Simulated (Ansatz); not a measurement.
# Sr2Ir (Fm-3m): phonons and vibrational spectra

Wanted: vibrations and spectra of Sr2Ir (Fm-3m); the cell is already relaxed. After the zone centre comes a 4×4×4 q mesh on a 12×12×12 k mesh.

Main program and level: Ansatz 0.2.0; DFT PBEsol, scalar-relativistic, plane waves, PAW; PAW set soft_1.

## 1. The starting structure

The structure is cubic, space group Fm-3m (No. 225). Conventional cell: a = 7.125 Å, b = 7.125 Å, c = 7.125 Å, α = 90.00°, β = 90.00°, γ = 90.00°. Sr has 4 Ir at 3.09 Å nearest. Nearest to Ir lie 8 Sr at 3.09 Å. Farther neighbours are not listed.

## 2. Modes at Γ

The cell comes from relaxations at this level that are not shown. The zone centre comes first: it holds the modes that light can see, as far as symmetry allows. No field response is asked, since the mesh shows no gap.

input.yaml

```yaml
crystal:
  lattice:
    - [0.0, 3.5622651037, 3.5622651037]
    - [3.5622651037, 0.0, 3.5622651037]
    - [3.5622651037, 3.5622651037, 0.0]
  atoms:
    - { symbol: Sr, position: [0.75, 0.75, 0.75] }
    - { symbol: Sr, position: [0.25, 0.25, 0.25] }
    - { symbol: Ir, position: [0.0, 0.0, 0.0] }
kpoints:
  mp_grid: { grid: [12, 12, 12] }
hamiltonian:
  xc: pbesol
  pseudopotentials: { kind: paw, azcp: { folder: soft_1 }, xc_functional: pbe }
scf:
  occupations: { method: methfessel_paxton, width: 0.2 }
output:
  eigenvalues: true
phonons:
  method: dfpt
```

Launch:

```
ansatz run input.yaml --threads 4 --pin off --max-ram 10240MiB --backend cpu --events-out ev --progress --plain --runs-dir out
```

Numbers of over 12 decimals in the logs are rounded to 6 here.

Output:

```text
zone centre: on kpoints.mp_grid the ground state, and the responses unless they are solved on pairs of k-points, stand on 163 of the mesh's 1728 k-points, reduced under 8 symmetry operations, with k and −k counted as one. Each operation leaves every solved displacement unchanged or reverses it
Engine: ansatz 0.2.0, aarch64-unknown-linux-gnu
Pseudopotentials: kind: paw
Pseudopotential: Sr, paw, valence charge 10, recommended cutoff 420 eV (normal), soft_1/Sr.paw.azcp
Pseudopotential: Ir, paw, valence charge 17, recommended cutoff 420 eV (normal), soft_1/Ir.paw.azcp
Functional definition: PBEsol
  exchange = pbesol_x
  correlation = pbesol_c
Crystal: 3 atoms, lattice volume = 90.408 Å³
Basis set: ecut = 420 eV, 1807 PW (Γ), exchange–correlation on 72×72×72 points (8 copies of the dense FFT grid, shifted against one another)
Bands: 23, of which v1, the nominal top of the filled ones, is band 19 counted from 1 (18 counted from 0)
Symmetry: 48 space group operations
k-points: 163 of 1728 (irreducible under 8 space group operations, time reversal used)
Non-local potential: Sr, projectors of the file, l = 0: 3, l = 1: 2, l = 2: 2
Non-local potential: Ir, projectors of the file, l = 0: 3, l = 1: 2, l = 2: 2, l = 3: 1
PAW form: soft (Blöchl's): semilocal exchange-correlation on the pseudo side does not see the compensation charge
PAW frozen core: Sr, regenerated for the run's functional, and the local potential with it (the file was generated under x = pbe(κ = 0.804, μ = 0.219515), c = pbe(β = 0.066725))
PAW frozen core: Ir, regenerated for the run's functional, and the local potential with it (the file was generated under x = pbe(κ = 0.804, μ = 0.219515), c = pbe(β = 0.066725))
PAW one-centre angular grid: Sr, 110 points (default); XC on 64 Gauss nodes
PAW one-centre angular grid: Ir, 590 points (default); XC on 64 Gauss nodes
Initial density: superposition of atomic densities (chi_scale 0.1, normalization cell, long waves kept (reshape's long-wave potential 0.00 eV rms))
Initial wavefunctions: pseudopotential atomic-orbital guess
Functional: x = pbesol(κ = 0.804, μ = 0.123457), c = pbesol(β = 0.046)
SCF iter   1: F=—  HF=-18786.430844 eV  |F-HF|=—  |Δ(HF+E_count)|=         —  Δρ=7.65e-2  dr2=9.75e0  ethr=3.10e-3  ⟨swp⟩=7.9  Hψ=21450  notcnv=0
preconditioner: auto → Kerker (q_TF=auto, 2.351 Å⁻¹)  [metal: Δε(μ)=0.009 eV  Ē_g=11.223 eV  σ=0.200 eV  W_gap=0.04  n_scr=14 (ndim 8)  ℏωp=19.5 eV  f_vac=0.000  D(μ)=3.16/eV (n_scr^D=26)]
SCF iter   2: F=—  HF=-18785.194168 eV  |F-HF|=—  |Δ(HF+E_count)|=    1.24e0  S|Δr|=    0.00e0  Δρ=2.82e-2  dr2=1.29e0  ethr=3.10e-3  ⟨swp⟩=2.9  Hψ=7157  notcnv=0
SCF iter   3: F=—  HF=-18784.986061 eV  |F-HF|=—  |Δ(HF+E_count)|=   2.08e-1  S|Δr|=    0.00e0  Δρ=6.04e-3  dr2=7.50e-2  ethr=3.10e-3  ⟨swp⟩=2.3  Hψ=5295  notcnv=0
SCF iter   4: F=—  HF=-18784.969050 eV  |F-HF|=—  |Δ(HF+E_count)|=   1.70e-2  S|Δr|=    0.00e0  Δρ=2.22e-3  dr2=1.22e-2  ethr=2.03e-4  ⟨swp⟩=2.4  Hψ=7041  notcnv=0
SCF iter   5: F=—  HF=-18784.967244 eV  |F-HF|=—  |Δ(HF+E_count)|=   1.81e-3  S|Δr|=    0.00e0  Δρ=6.53e-4  dr2=1.05e-3  ethr=3.31e-5  ⟨swp⟩=1.6  Hψ=3918  notcnv=0
SCF iter   6: F=—  HF=-18784.967147 eV  |F-HF|=—  |Δ(HF+E_count)|=   9.74e-5  S|Δr|=    0.00e0  Δρ=2.54e-4  dr2=8.12e-5  ethr=2.85e-6  ⟨swp⟩=1.8  Hψ=4351  notcnv=0
SCF iter   7: F=—  HF=-18784.967175 eV  |F-HF|=—  |Δ(HF+E_count)|=   2.82e-5  S|Δr|=    0.00e0  Δρ=6.15e-5  dr2=5.77e-6  ethr=2.19e-7  ⟨swp⟩=2.0  Hψ=4788  notcnv=0
SCF iter   8: F=—  HF=-18784.967173 eV  |F-HF|=—  |Δ(HF+E_count)|=   1.73e-6  S|Δr|=    0.00e0  Δρ=1.58e-5  dr2=6.06e-7  ethr=1.56e-8  ⟨swp⟩=2.2  Hψ=5005  notcnv=0
SCF iter   9: F=—  HF=-18784.967174 eV  |F-HF|=—  |Δ(HF+E_count)|=   1.34e-6  S|Δr|=    0.00e0  Δρ=3.05e-6  dr2=1.94e-8  ethr=1.64e-9  ⟨swp⟩=2.0  Hψ=4450  notcnv=0
SCF iter  10: F=—  HF=-18784.967174 eV  |F-HF|=—  |Δ(HF+E_count)|=   2.49e-9  S|Δr|=    0.00e0  Δρ=5.66e-7  dr2=2.00e-10  ethr=5.24e-11  ⟨swp⟩=2.7  Hψ=6690  notcnv=0
SCF iter  11: F=—  HF=-18784.967174 eV  |F-HF|=—  |Δ(HF+E_count)|=  1.49e-10  S|Δr|=    0.00e0  Δρ=1.57e-7  dr2=2.50e-11  ethr=1.00e-12  ⟨swp⟩=2.2  Hψ=6280  notcnv=0
SCF iter  12: F=-18784.967174 eV  HF=-18784.967174 eV  |F-HF|=0.00e0  |Δ(HF+E_count)|=  1.46e-11  S|Δr|=    0.00e0  Δρ=3.19e-8  dr2=1.15e-12  ethr=1.00e-12  ⟨swp⟩=7.7  Hψ=21116  notcnv=0
SCF 1 converged in 12 iterations: F = -18784.967174 eV  dr2 = 1.15e-12
  greatest PAW one-centre occupation: 1.000 electrons in one spin orbital (limit 2), on the Ir atom at site 2 (counted from 0), in its partial waves of l = 0
DFPT response loops at Γ: preconditioner auto → Kerker (q_TF=auto, 2.351 Å⁻¹) (partly filled bands, converged f_vac=0.000); β = 1.00, the filter's whole step (`scf.mixing.beta` (0.50) is not read by the response loops under this deck's `scf.mixing.preconditioner`; to damp them name `kerker` or `kerker_dos`, under which they read `scf.mixing.beta`, and type it under 1.00, their step now; both keys bind the ground state too); Broyden in place of MSR1
SCF converged after 12 iterations
Stability not checked: this state was not tested for a lower state beside it, because cold or Methfessel-Paxton smearing, or corrected tetrahedra, fill the levels in a way that the test cannot read (fill_not_monotonic; see scf.lower_state_search)
Free energy (F): -18784.967174 eV
Harris-Foulkes:  -18784.967174 eV  (|F-HF|=0.00e0)
Internal energy: -18784.960221 eV  (E = F + TS)
E sigma→0 (E₀):  -18784.965436 eV
Entropy (-TS):   -0.006953 eV (-2.318 meV/atom)
Fermi energy:    9.599003 eV
--- Per-component energies (eV) ---
  E_band       = -471.539090
  E_kinetic    = 1012.501737
  E_local      = -3664.745783  (includes V_loc(G=0)·N_el)
  E_nonlocal   = 663.958116
  E_hartree    = 1227.248250
  E_xc         = -576.216765
  E_vxc        = -566.768098  (∫ρ·V_xc dr)
  E_paw        = -14411.219773  (= ΣΔE_a)
  E_vpaw       = -370.981949  (= ΣTr[D̂ρ^β])
  E_aug_tail   = 0.000347  (compensation charges beyond the density's cutoff)
  E_ewald      = -3037.020394
  E_core_change = 0.534044  (= ΣΔE_core)
  E_smearing   = -0.006953  (= −TS)
  E_closure    = 0.000000  (closes the sum)
  Σ components = -18784.967174   (vs F -18784.967174, Δ=0.00e0)
--- Band table (eV; the first three rows and the last of 163) ---
  k-point 0: bands = [... 15 lower, 8.5748, 8.5748, 8.5748, 10.2401, 10.2401, 10.2401, 12.9227, 12.9227]
  k-point 1: bands = [... 15 lower, 8.5302, 8.5597, 8.5597, 10.1457, 10.3094, 10.3094, 12.9280, 12.9280]
  k-point 2: bands = [... 15 lower, 8.4186, 8.5208, 8.5208, 9.9228, 10.5057, 10.5057, 12.9529, 12.9529]
  k-point 162: bands = [... 15 lower, 7.9068, 8.3736, 8.4714, 10.4002, 10.4002, 11.3703, 12.6889, 12.8383]
--- Phonons (Γ-DFPT): 2 representative perturbations + reference, on 163 of 1728 k-points (Σ response iterations 6) ---
  k mesh reduced under 8 symmetry operations, with k and −k counted as one. Each operation leaves every solved displacement unchanged or reverses it
  ASR residual: 8.228e-5 → 0.000e0 eV/Å²; symmetrization residual: 1.110e-5 eV/Å²
  ASR residual per site (eV/Å²): 8.23e-5 8.23e-5 9.59e-6
  Γ frequencies (cm⁻¹): 0.00 0.00 0.00 106.74 106.74 106.74 133.89 133.89 133.89
  non-analytic LO–TO correction: not included (Born effective charges unavailable; polar crystals: no LO–TO splitting at Γ)
```

It took 30 s on 4 threads of Arm Neoverse V1, shared host; peak memory 1.2 GiB; 1.9 min of CPU time.

In the SCF lines HF is the Harris–Foulkes energy and dr2 the Hartree energy of the density residual, in eV; the loop may stop once dr2 is under the threshold and the program's other checks hold. Hψ counts applications of the Hamiltonian.

This step gave:

* volume per atom: 30.14 Å³
* gap on the k-mesh: 0 eV
* sum-rule residual before enforcement: 8.23e-5 eV/Å²
* point group: m-3m
* highest optical mode at the zone centre (no LO-TO term): 133.9 cm⁻¹
* lowest optical zone-centre mode: 106.7 cm⁻¹

Patterns of degenerate modes are one choice out of their space. The modes at Γ (shares of kinetic energy by element, %):

| mode | frequency (cm⁻¹) | symmetry | Sr % | Ir % |
| --- | --- | --- | --- | --- |
| 1 | 0.0 | acoustic | 48 | 52 |
| 2 | 0.0 | acoustic | 48 | 52 |
| 3 | 0.0 | acoustic | 48 | 52 |
| 4 | 106.7 | T1u | 52 | 48 |
| 5 | 106.7 | T1u | 52 | 48 |
| 6 | 106.7 | T1u | 52 | 48 |
| 7 | 133.9 | T2g | 100 | 0 |
| 8 | 133.9 | T2g | 100 | 0 |
| 9 | 133.9 | T2g | 100 | 0 |

Displacements in mode 4 (106.7 cm⁻¹), the largest set to 1:
```
Sr1  0.00 -1.00  0.47
Sr2  0.00 -1.00  0.47
Ir3  0.00  0.91 -0.43
```

Displacements in mode 8 (133.9 cm⁻¹), the largest set to 1:
```
Sr1 -0.03  0.76 -1.00
Sr2  0.03 -0.76  1.00
Ir3  0.00  0.00  0.00
```

Before it was imposed, the acoustic sum rule was missed by 8.2e-5 eV/Å². Small misses are needed for a sound result but don't prove that mesh and cutoff are converged. The lowest optical mode is real, 107 cm⁻¹.

(Part 1 of 2 ends here.)

[Logs are printed without paths, hosts, clocks, repeated set-up lines and the standing remarks that a program may print on its own settings, such as how far it seeks lower states.]

[Hosts, paths, dates, database ids (printed as entryN), source tags and the programs' standing remarks are cut or masked in the printed files.]
